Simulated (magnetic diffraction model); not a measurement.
# DyMg₃Cu₃: what an assumed order does to the neutron pattern

Space group Pnma (no. 62), a = 8.6990 Å, b = 5.5820 Å, c = 11.2770 Å.

```
site  atom       x       y       z
  4c    Dy  0.7340     3/4  0.5652
  4c    Cu  0.6780     3/4  0.2538
  8d    Cu  0.4353  0.4935  0.1885
  4c    Mg  0.9391     3/4  0.0975
  4c    Mg  0.8563     3/4  0.8665
  4c    Mg  0.6063     3/4  0.0165
```

This is a made-up structure (elements placed in a structure type, unrelaxed), so the numbers test the method and describe no known phase.

Only Dy is taken to order (form factors of Dy3+); orders and moment sizes are assumed, and not adapted to the symmetry. Radiation: neutrons of λ = 1.8 Å (absorption by Dy left out), 5° to 30°; isotropic B of 0.43 Å² (Dy), 0.67 Å² (Cu) and 0.73 Å² (Mg). The intensities are simulated: I ∝ L Σ (|F_N|² + |F_M⊥|²) for unpolarised neutrons, with F_M = 2.695 fm/μB × Σ f(s) S exp(2πi Q·r) exp(−B s²) at Q = H ± k (one set where k and −k are equivalent), only the part normal to Q counting and L = 1/(sin²θ cos θ). For collinear order S is the moment m, which repeats by lattice and centring translations R with the sign exp(−2πi k·R). Form factors are spin-only for 3d ions and dipole or tabulated for f ions, scattering lengths are Sears's of 1992, and absorption is left out. A label names one of the reflections at its angle. The strongest nuclear line in the range is 100, and lines under 0.2 are left out.

Assume the order k = (0 0 1/2), collinear moments along [001], 3.25 μB on Dy; signs + at (0.7340, 3/4, 0.5652), + at (0.7660, 1/4, 0.0652), − at (0.2340, 3/4, 0.9348), − at (0.2660, 1/4, 0.4348).

Q: Where does magnetic intensity appear, and how strong is it?

```tsv
2θ (°)	index	nuclear	magnetic
12.73	(1 0 1/2)	0.0	65.2
15.02	(1 0 1)	5.3	0.0
18.21	(1 0 3/2)	0.0	0.6
18.37	(0 0 2)	0.3	0.0
19.12	(0 1 1/2)	0.0	13.0
21.93	(1 0 2)	36.6	0.0
22.57	(1 1 1/2)	0.0	43.2
23.17	(0 1 3/2)	0.0	19.1
23.88	(2 0 0)	19.8	0.0
23.95	(1 1 1)	100.0	0.0
24.33	(2 0 1/2)	0.0	7.9
25.63	(2 0 1)	8.3	0.0
25.98	(1 0 5/2)	0.0	4.7
26.11	(1 1 3/2)	0.0	1.0
27.66	(2 0 3/2)	0.0	15.0
29.73	(0 1 5/2)	0.0	0.4
```

The strongest magnetic line in the range is (1 0 1/2) at 12.73° (65.2). On top of the Lorentz factor, which all lines share, magnetic lines fade with angle because f falls: for Dy3+ it is 0.96, 0.84, 0.69 and 0.41 at sin θ/λ = 0.1, 0.2, 0.3 and 0.5 Å⁻¹, while nuclear lengths stay constant. The order has no net moment.

[Logs are printed without paths, hosts, clocks, repeated set-up lines and the standing remarks that a program may print on its own settings, such as how far it seeks lower states.]
